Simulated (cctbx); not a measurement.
# Cu2Sn2S3 across an absorption edge

Space group C2/c (no. 15), a = 13.1380 Å, b = 7.5850 Å, c = 6.5830 Å, α = 90.00°, β = 106.45°, γ = 90.00°.

```
atom  mult.       x       y       z  Ueq (Å²)
 Sn1      8  0.8821  0.6253  0.0430    0.0034
 Cu1      8  0.8786  0.1125  0.9902    0.0050
  S1      4       0  0.5929     3/4    0.0061
  S2      8  0.7744  0.4179  0.8190    0.0066
```

This is a model crystal, built by substitution and not relaxed, with assumed displacement parameters.

Calculated with cctbx: free-atom f′ and f″ from the Sasaki tables, no fine structure; amplitudes in electrons.

| E (eV) | F 2 0 0 | F 1 1 2 | F 2 0 2 | F 0 2 1 |
| --- | --- | --- | --- | --- |
| 8379 | 11.8 | 40.6 | 166.2 | 112.8 |
| 8729 | 12.0 | 42.9 | 166.6 | 113.1 |
| 8859 | 12.3 | 45.2 | 167.0 | 113.4 |
| 8919 | 12.5 | 47.6 | 167.4 | 113.8 |
| 8949 | 12.8 | 50.1 | 167.8 | 114.1 |
| 8964 | 13.0 | 52.6 | 168.3 | 114.5 |
| 8971 | 13.2 | 54.9 | 168.7 | 114.8 |
| 8975 | 13.5 | 57.4 | 169.1 | 115.1 |
| 8983 | 13.8 | 55.4 | 169.0 | 115.1 |
| 8987 | 13.5 | 52.3 | 168.5 | 114.7 |
| 8994 | 13.2 | 49.6 | 168.0 | 114.3 |
| 9009 | 13.0 | 46.6 | 167.6 | 113.9 |
| 9039 | 12.7 | 43.7 | 167.1 | 113.6 |
| 9129 | 12.3 | 39.8 | 166.4 | 113.0 |
| 9379 | 11.8 | 35.5 | 165.6 | 112.4 |

**Question.** Which edge is crossed, and why do the reflections move as they do?

The K edge of Cu. The edge is at 8979 eV. f′ of Cu falls from -4.0 e at 8859 eV to -7.5 e at 4 eV below it, and f″ steps from 0.48 to 3.90 e across it. Over that approach |F| changes by +10 % (2 0 0), +27 % (1 1 2), +1 % (2 0 2) and +1 % (0 2 1): a reflection falls where Cu scatters in phase with the total and rises where it scatters against it; it hardly moves where the Cu term is small or cancels by symmetry. Above the edge the larger f″ enters the imaginary part, where it can add to or cancel the other atoms' f″. The structure is centrosymmetric, so Friedel mates stay equal.

[Logs are printed without paths, hosts, clocks, repeated set-up lines and the standing remarks that a program may print on its own settings, such as how far it seeks lower states.]
